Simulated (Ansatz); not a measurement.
# Zr2COF MXene monolayer in a perpendicular field

Wanted: the out-of-plane response of the Zr2COF MXene monolayer. A positive field points along +c.

Calculated with Ansatz 0.2.0; plane-wave DFT, PBE-D3(BJ), Ansatz PAW (set soft_1); PAW set soft_1.

Report form: the programs' logs are mostly left out.

### 1. The structure

The cell holds 5 atoms: 1 F, 2 Zr, 1 C and 1 O. Its edges and angles: a = 3.289 Å, b = 3.289 Å, c = 40.572 Å, α = 90.0°, β = 90.0°, γ = 120.0°. Vacuum lies along c.

### 2. Relaxation

The starting cell is a guess, so the in-plane lattice and the atoms are relaxed first, with the slab cut off from its images along the normal.

Contents of input.yaml:

```yaml
crystal:
  lattice:
    - [3.289, 0.0, 0.0]
    - [-1.6445, 2.848357553, 0.0]
    - [0.0, 0.0, 40.5718145983]
  atoms:
    - { symbol: F, position: [0.3333333333, 0.6666666667, 0.4411929853] }
    - { symbol: Zr, position: [0.6666666667, 0.3333333333, 0.4657812231], spin: 1.0 }
    - { symbol: C, position: [0.0, 0.0, 0.4977677583] }
    - { symbol: Zr, position: [0.3333333333, 0.6666666667, 0.5297542934], spin: 1.0 }
    - { symbol: O, position: [0.6666666667, 0.3333333333, 0.5588070147] }
  periodic: [true, true, false]
magnetization:
  spin_polarized: true
kpoints:
  mp_grid: { grid: [12, 12, 1] }
hamiltonian:
  xc: pbe
  dispersion: d3bj
  pseudopotentials: { kind: paw, azcp: { folder: soft_1 } }
scf:
  occupations: { method: fermi_dirac, width: 0.05 }
  convergence: { dr2_threshold: 1.0e-09 }
relax:
  f_tol: 0.004
  max_steps: 90
  cell: {}
output:
  write_potential: true
  write_density: true
  volumetric_format: npy
```

Started as:

```sh
ansatz run input.yaml --threads 2 --pin off --max-ram 3072MiB --backend cpu --events-out ev --progress --plain --runs-dir out
```

The job ended after 4.7 min (2 threads of Arm Neoverse N1, shared host; peak memory 0.8 GiB; 9.2 min of CPU time).

Step by step:

| step | energy less that of the first step (eV) | largest force component (eV/Å) | volume (Å³) |
| --- | --- | --- | --- |
| 1 | 0.0000 | 4.0519 | 380.09 |
| 2 | -0.8697 | 1.4849 | 379.33 |
| 3 | -0.9286 | 0.0789 | 375.75 |
| 4 | -0.9288 | 0.0293 | 376.38 |
| 5 | -0.9287 | 0.0112 | 376.80 |
| 6 | -0.9288 | 0.0019 | 376.52 |
| 7* | -0.9279 | 0.0020 | 376.52 |

Relaxation steps marked * repeat the geometry before them on a plane-wave basis chosen anew for their cell, so energy and pressure can jump there. Relaxation step 5 was tried and not accepted.

The run keeps the 6 symmetry operations that it works with, so distortions that break them were not tested.

| cell as run | before | after | change |
| --- | --- | --- | --- |
| a (Å) | 3.289 | 3.274 | -0.5 % |
| b (Å) | 3.289 | 3.274 | -0.5 % |

The atoms that moved most (Å, along periodic axes as changes of fractional coordinates times the final cell, across vacuum about the mean position):

| atom | dx | dy | dz | length |
| --- | --- | --- | --- | --- |
| F1 | 0.000 | 0.000 | -0.232 | 0.232 |
| Zr4 | 0.000 | 0.000 | 0.161 | 0.161 |
| Zr2 | 0.000 | 0.000 | 0.095 | 0.095 |
| O5 | 0.000 | 0.000 | -0.055 | 0.055 |
| C3 | 0.000 | 0.000 | 0.030 | 0.030 |

Final coordinates:

```xyz
5
Lattice="3.2735 0.0000 0.0000 -1.6368 2.8350 0.0000 0.0000 0.0000 40.5718" Properties=species:S:1:pos:R:3
F     0.0000    1.8900   17.6684
Zr    1.6368    0.9450   18.9930
C     0.0000    0.0000   20.2254
Zr    0.0000    1.8900   21.6539
O     1.6368    0.9450   22.6172
```

Numbers from this step:

- energy at zero smearing: -10001.2183 eV

The lattice constant a goes from 3.289 to 3.274 Å.

### 3. Single point, field 0

A sawtooth potential applies the field, turning back in the middle of the vacuum. With the dipole correction the typed value is the field outside the slab. The induced dipole is small, so the SCF threshold is tight.

The cell differs from the one that the last finished run ended in (c 40.572 → 22.949 Å).

Contents of input.yaml:

```yaml
crystal:
  lattice:
    - [3.2735340692, 0.0, 0.0]
    - [-1.6367670346, 2.8349636641, 0.0]
    - [0.0, 0.0, 22.9488528136]
  atoms:
    - { symbol: F, position: [0.3333333333, 0.6666666667, 0.3921764662] }
    - { symbol: Zr, position: [0.6666666667, 0.3333333333, 0.4498985972] }
    - { symbol: C, position: [0.0, 0.0, 0.5035986337] }
    - { symbol: Zr, position: [0.3333333333, 0.6666666667, 0.565847306] }
    - { symbol: O, position: [0.6666666667, 0.3333333333, 0.6078235338] }
kpoints:
  mp_grid: { grid: [18, 18, 1] }
  band_path:
    path: [[0, 0, 0], [0.5, 0, 0], [0.33333333, 0.33333333, 0], [0, 0, 0]]
    npoints: 16
hamiltonian:
  xc: pbe
  dispersion: d3bj
  pseudopotentials: { kind: paw, azcp: { folder: soft_1 } }
scf:
  occupations: { method: fermi_dirac, width: 0.02585 }
  convergence: { dr2_threshold: 1.0e-10 }
efield:
  axis: 3
  dipole_correction: true
  ramp_position: 0.97
  ramp_width: 0.06
  amplitude: 0
output:
  dos: { projected: true, e_range: [-6, 5] }
  write_potential: true
  write_density: true
  volumetric_format: npy
  elf: true
```

Elapsed: 38 s, on 2 threads; peak memory 0.54 GiB; 76 s of CPU time.

Numbers from this step:

| Item | Value |
| --- | --- |
| energy at zero smearing | -10001.2230 eV |
| work function, upper face | 5.232 eV |
| work function, lower face | 3.660 eV |
| dipole along the normal | -0.08064 e·Å |
| step between the vacuum levels | 1.572 eV |

Running mean over a fixed 2.7 Å (it still follows the layers) of the planar mean; the ramp of the sawtooth is left out. Electron's electrostatic potential energy less the Fermi level against z:

z (Å), electron's electrostatic potential energy less the Fermi level (eV) and a bar from the least value:
```
      3.5        3.7 ###########################
      4.0        3.7 ###########################
      4.5        3.7 ###########################
      5.0        3.7 ###########################
      5.5        3.7 ###########################
      6.0        3.7 ###########################
      6.5        3.6 ###########################
      7.0        3.5 ###########################
      7.5        2.5 #########################
      8.0        0.6 ######################
      8.5       -1.9 #################
      9.0       -5.6 ##########
      9.5       -9.0 ####
     10.0      -10.9 #
     10.5      -11.3 
     11.0      -11.0 
     11.5      -11.0 
     12.0      -10.9 #
     12.5      -11.1 
     13.0      -10.7 #
     13.5       -9.1 ####
     14.0       -6.4 #########
     14.5       -2.5 ################
     15.0        1.2 #######################
     15.5        3.9 ############################
     16.0        5.0 ##############################
     16.5        5.2 ##############################
     17.0        5.2 ##############################
     17.5        5.2 ##############################
     18.0        5.2 ##############################
     18.5        5.2 ##############################
     19.0        5.2 ##############################
     19.5        5.2 ##############################
```

The density of states has structure finer than the step of the table below, so its rows give means over 0.25 eV, whole bins alone (the curve runs from -6 to 1.99 eV). Peaks (eV: height): -5.230: 8.38, -5.120: 6.80, -4.540: 7.17, -3.770: 10.9, -3.330: 6.18, -3.050: 7.53, -2.470: 5.95.

Density of states against energy, zero at the Fermi level; means over each step:

| energy (eV) | density of states (states/eV a cell) |
| --- | --- |
| -5.75 | 1.16 |
| -5.50 | 2.24 |
| -5.25 | 4.67 |
| -5.00 | 2.70 |
| -4.75 | 5.25 |
| -4.50 | 3.72 |
| -4.25 | 3.06 |
| -4.00 | 1.46 |
| -3.75 | 4.77 |
| -3.50 | 0.942 |
| -3.25 | 4.02 |
| -3.00 | 4.02 |
| -2.75 | 4.02 |
| -2.50 | 4.27 |
| -2.25 | 1.07 |
| -2.00 | 0.0114 |
| -1.75 | 0 |
| -1.50 | 0 |
| -1.25 | 0 |
| -1.00 | 0 |
| -0.75 | 0 |
| -0.50 | 1.54 |
| -0.25 | 1.61 |
| 0.00 | 1.65 |
| 0.25 | 1.78 |
| 0.50 | 1.13 |
| 0.75 | 2.12 |
| 1.00 | 1.52 |
| 1.25 | 1.69 |
| 1.50 | 1.56 |
| 1.75 | 1.16 |

Projected DOS per atom over height of the atomic layer and energy from the Fermi level. Layers: F Zr C Zr O from below.

Values in states/eV, 22 rows by 5 columns, each cell a mean:
```
0.06 0.82 0.05 0.18 0.01
0.08 1.04 0.08 0.25 0.03
0.08 1.03 0.10 0.34 0.07
0.06 1.01 0.09 0.44 0.08
0.07 0.86 0.10 0.36 0.08
0.07 0.92 0.14 0.39 0.16
0.04 0.77 0.17 0.37 0.28
0.00 0.11 0.03 0.05 0.06
0.00 0.00 0.00 0.00 0.00
0.00 0.00 0.00 0.00 0.00
0.00 0.00 0.00 0.00 0.00
0.03 0.21 0.37 0.04 0.08
0.12 0.85 1.97 0.36 0.79
0.09 0.67 1.47 0.40 1.04
0.07 0.85 1.49 0.44 0.54
0.11 0.78 1.22 0.59 0.96
0.04 0.28 0.51 0.32 0.99
0.03 0.18 0.49 0.59 1.67
0.05 0.26 0.57 1.16 3.05
0.06 0.11 0.29 0.90 1.93
0.09 0.14 0.36 0.84 1.50
0.03 0.03 0.09 0.23 0.32
```
Columns: height of the atomic layer (Å) from 9 to 13.9 (not evenly spaced); rows upwards: energy from the Fermi level (eV) from -5.96 to 1.96.

Electronic bands along the path, in eV, zero at the Fermi level:

| point | band 17 | band 18 | band 19 | band 20 | band 21 | band 22 | band 23 | band 24 |
| --- | --- | --- | --- | --- | --- | --- | --- | --- |
| Γ | -5.10 | -3.13 | -2.13 | -2.13 | 0.76 | 0.76 | 0.99 | 2.09 |
| halfway | -4.68 | -3.60 | -2.81 | -2.43 | -0.27 | 1.39 | 1.74 | 2.36 |
| M | -3.93 | -3.87 | -3.32 | -2.37 | -0.58 | 2.22 | 3.16 | 3.43 |
| halfway | -4.02 | -3.81 | -3.36 | -2.70 | -0.04 | 2.12 | 2.43 | 3.02 |
| K | -4.41 | -3.58 | -3.30 | -3.11 | 0.83 | 1.62 | 1.95 | 2.95 |
| halfway | -4.53 | -3.63 | -2.87 | -2.72 | 0.31 | 0.48 | 2.54 | 2.61 |
| Γ | -5.10 | -3.13 | -2.13 | -2.13 | 0.76 | 0.76 | 0.99 | 2.09 |

Electrostatic potential energy in the ca plane at fractional y = 0.333, with atoms of Zr and O within 0.2 Å of it. With pseudopotentials it is smooth inside the atoms' cores, unlike the true potential.

Ten even steps from '0' (-44 eV) to '9' (6 eV), each cell a mean:
```
99999999998742257888888789999999999999999999
99999999987400016899885237999999999999999999
99999999987300004899982005999999999999999999
99999999987300005899983116999999999999999999
99999999998620037898887568999999999999999999
99999999998865578888777899999999999999999999
99999999999888888887556899999999999999999999
99999999999888888887556889999999999999999999
99999999998877788887667899999999999999999999
```
Columns run along c (16.0 Å, from fractional 0.24 to 0.94 of the cell; values clipped at the 3rd and 97th percentile), rows up along a (3.3 Å). Atoms in or near the plane, at fractional coordinates: Zr at (0.45, 0.67), O at (0.61, 0.67).

Valence density in the ca plane at fractional y = 0.333, with atoms of Zr and O within 0.2 Å of it. It is the smooth field of the valence electrons, not physical close to the nuclei.

Values in e/Å³, 5 rows by 16 columns, each cell a mean:
```
0.0 0.0 0.0 0.0 0.0 0.0 0.0 0.1 1.8 1.1 0.2 0.4 1.5 0.2 0.0 0.0
0.0 0.0 0.0 0.0 0.0 0.0 0.0 0.2 3.4 2.3 0.2 0.7 5.3 0.4 0.0 0.0
0.0 0.0 0.0 0.0 0.0 0.0 0.0 0.1 1.8 1.2 0.2 0.4 1.6 0.2 0.0 0.0
0.0 0.0 0.0 0.0 0.0 0.0 0.0 0.2 0.2 0.4 0.4 0.5 0.2 0.0 0.0 0.0
0.0 0.0 0.0 0.0 0.0 0.0 0.0 0.2 0.2 0.4 0.4 0.5 0.2 0.0 0.0 0.0
```
Columns run along c (16.0 Å, from fractional 0.07 to 0.77 of the cell), rows up along a (3.3 Å). Atoms in or near the plane, at fractional coordinates: Zr at (0.45, 0.67), O at (0.61, 0.67).

ELF in the ca plane at fractional y = 0.333, with atoms of Zr and O within 0.2 Å of it. It is the smooth field of the valence electrons, not physical close to the nuclei.

Values, 5 rows by 16 columns, each cell a mean:
```
0.00 0.00 0.00 0.00 0.00 0.04 0.16 0.64 0.35 0.24 0.37 0.74 0.36 0.02 0.00 0.00
0.00 0.00 0.00 0.00 0.00 0.01 0.32 0.52 0.48 0.17 0.59 0.66 0.51 0.04 0.00 0.00
0.00 0.00 0.00 0.00 0.00 0.05 0.18 0.65 0.35 0.23 0.39 0.74 0.37 0.03 0.00 0.00
0.00 0.00 0.00 0.00 0.01 0.23 0.33 0.16 0.53 0.35 0.25 0.19 0.07 0.00 0.00 0.00
0.00 0.00 0.00 0.00 0.01 0.23 0.33 0.16 0.55 0.35 0.24 0.16 0.06 0.00 0.00 0.00
```
Columns run along c (16.0 Å, from fractional 0.13 to 0.83 of the cell), rows up along a (3.3 Å). Atoms in or near the plane, at fractional coordinates: Zr at (0.45, 0.67), O at (0.61, 0.67).

The work function of the upper face is 5.23 eV.

### 4. Atoms held, field 0.1 V/Å

Edit input.yaml of step 3 so:

```diff
@@ -26,7 +26,6 @@
   dipole_correction: true
-  ramp_position: 0.97
-  ramp_width: 0.06
-  amplitude: 0
+  ramp_position: 0.9341
+  ramp_width: 0.1413
+  amplitude: 0.1
 output:
-  dos: { projected: true, e_range: [-6, 5] }
   write_potential: true
@@ -34,2 +33 @@
   volumetric_format: npy
-  elf: true
```

The job ended after 37 s (2 threads; peak memory 0.52 GiB).

The dipole is -0.0521 e·Å, 0.0285 e·Å from its value without field.

### 5. Single point, field -0.1 V/Å

Edit input.yaml of step 4 so:

```diff
@@ -28,3 +28,3 @@
   ramp_width: 0.1413
-  amplitude: 0.1
+  amplitude: -0.1
 output:
```

Elapsed: 36 s, on 2 threads; peak memory 0.52 GiB.

The dipole is -0.109 e·Å, -0.0285 e·Å from its value without field.

### 6. Response, atoms held

This step: plane-wave DFT, PBE-D3(BJ), Ansatz PAW (set soft_1); response to a field along the normal, atoms held; PAW set soft_1 (Ansatz 0.2.0).

The dipoles give the slope, and the difference of two potentials shows where the field is screened.

Numbers from this step:

| Item | Value |
| --- | --- |
| equivalent conductor thickness p/(ε₀AE) | 5.558 Å |
| distance between the outer atoms | 4.949 Å |

The dipole of the cell by applied field:

| applied field (V/Å) | dipole of the cell (e·Å) |
| --- | --- |
| -0.1000 | -0.109 |
| 0.0000 | -0.0806 |
| 0.1000 | -0.0521 |

Local field over the applied field, running mean. From the potentials at -0.1 and 0.1 V/Å; running mean over 2.5 Å. Local field over applied field against z:

z (Å), local field over applied field and a bar:
```
      4.5       1.00 ##############################
      5.0       1.00 ##############################
      5.5       1.00 ##############################
      6.0       1.00 ##############################
      6.5       0.98 ##############################
      7.0       0.95 ############################
      7.5       0.87 ##########################
      8.0       0.75 ######################
      8.5       0.60 ##################
      9.0       0.45 #############
      9.5       0.30 ########
     10.0       0.18 #####
     10.5       0.10 ##
     11.0       0.05 #
     11.5       0.03 
     12.0       0.04 
     12.5       0.06 #
     13.0       0.11 ##
     13.5       0.20 #####
     14.0       0.33 #########
     14.5       0.50 ##############
     15.0       0.67 ####################
     15.5       0.82 ########################
     16.0       0.92 ############################
     16.5       0.97 #############################
     17.0       0.99 ##############################
     17.5       1.00 ##############################
     18.0       1.00 ##############################
     18.5       1.00 ##############################
```

Electrons, planar mean, per unit field. Table of induced electron density by z:

| z (Å) | induced electron density (e/Å³ per V/Å) |
| --- | --- |
| 4.02 | 7.3e-8 |
| 4.45 | 2.9e-7 |
| 4.88 | 7.8e-7 |
| 5.16 | 1.7e-6 |
| 5.59 | 5.2e-6 |
| 6.02 | 1.6e-5 |
| 6.45 | 5.1e-5 |
| 6.88 | 1.6e-4 |
| 7.17 | 3.2e-4 |
| 7.60 | 8.8e-4 |
| 8.03 | 0.00209 |
| 8.46 | 0.00311 |
| 8.89 | 0.00148 |
| 9.32 | 0.00155 |
| 9.61 | 7.7e-4 |
| 10.04 | 0.00107 |
| 10.47 | 0.00107 |
| 10.90 | 4.6e-4 |
| 11.33 | 1.9e-4 |
| 11.62 | -4.0e-5 |
| 12.05 | -6.8e-4 |
| 12.48 | -5.4e-4 |
| 12.91 | 7.4e-5 |
| 13.34 | -2.3e-4 |
| 13.63 | -0.00159 |
| 14.06 | -0.00157 |
| 14.49 | -0.00342 |
| 14.92 | -0.00286 |
| 15.35 | -0.00141 |
| 15.78 | -5.8e-4 |
| 16.06 | -3.0e-4 |
| 16.49 | -1.1e-4 |
| 16.92 | -3.7e-5 |
| 17.36 | -1.2e-5 |
| 17.79 | -3.9e-6 |
| 18.07 | -1.8e-6 |
| 18.50 | -5.7e-7 |
| 18.93 | -2.0e-7 |

By hand: between -0.1 and 0.1 V/Å the dipole changes by 0.05700 e·Å, a slope of 0.2850 e·Å²/V. A perfect conductor of thickness t has p = ε₀AEt, so t = 180.95 × 0.2850 / 9.280 = 5.56 Å (e/ε₀ = 180.95 V·Å, A in Å²).

The induced dipole is that of a conductor 5.56 Å thick.

### 7. Summary of results

| Property | Result |
| --- | --- |
| gap without field | none |
| work function, upper face | 5.23 eV |
| step between the vacuum levels | 1.57 eV |
| equivalent conductor thickness, atoms held | 5.56 Å |

What this shows: The induced dipole equals that of a perfect conductor 5.56 Å thick, while the outer atoms lie 4.95 Å apart. The two faces differ: the vacuum level above lies 1.57 eV higher than the one below. There is no gap over 0.03 eV, with or without the field. The first relaxation ran with spin and lost its moment, and the later runs have none; other magnetic states were not tried. Spin-orbit coupling is left out. The MXene's terminations sit over the metal atoms of its far layer; the site over carbon or nitrogen, which some compounds prefer, was not run.

[Logs are printed without paths, hosts, clocks, repeated set-up lines and the standing remarks that a program may print on its own settings, such as how far it seeks lower states.]

[Hosts, paths, dates, database ids (printed as entryN), source tags and the programs' standing remarks are cut or masked in the printed files.]

[Maps of the electrostatic potential energy from Ansatz leave out the sawtooth potential of an applied field or a dipole correction, so their vacuum need not be flat; planar profiles and work functions include it.]

[The density of states shown here was stored with 400 of the rows of the run's finer table, so its peaks can read low, often by over a quarter, or be missed, and its means over a window can be off by a tenth or more.]
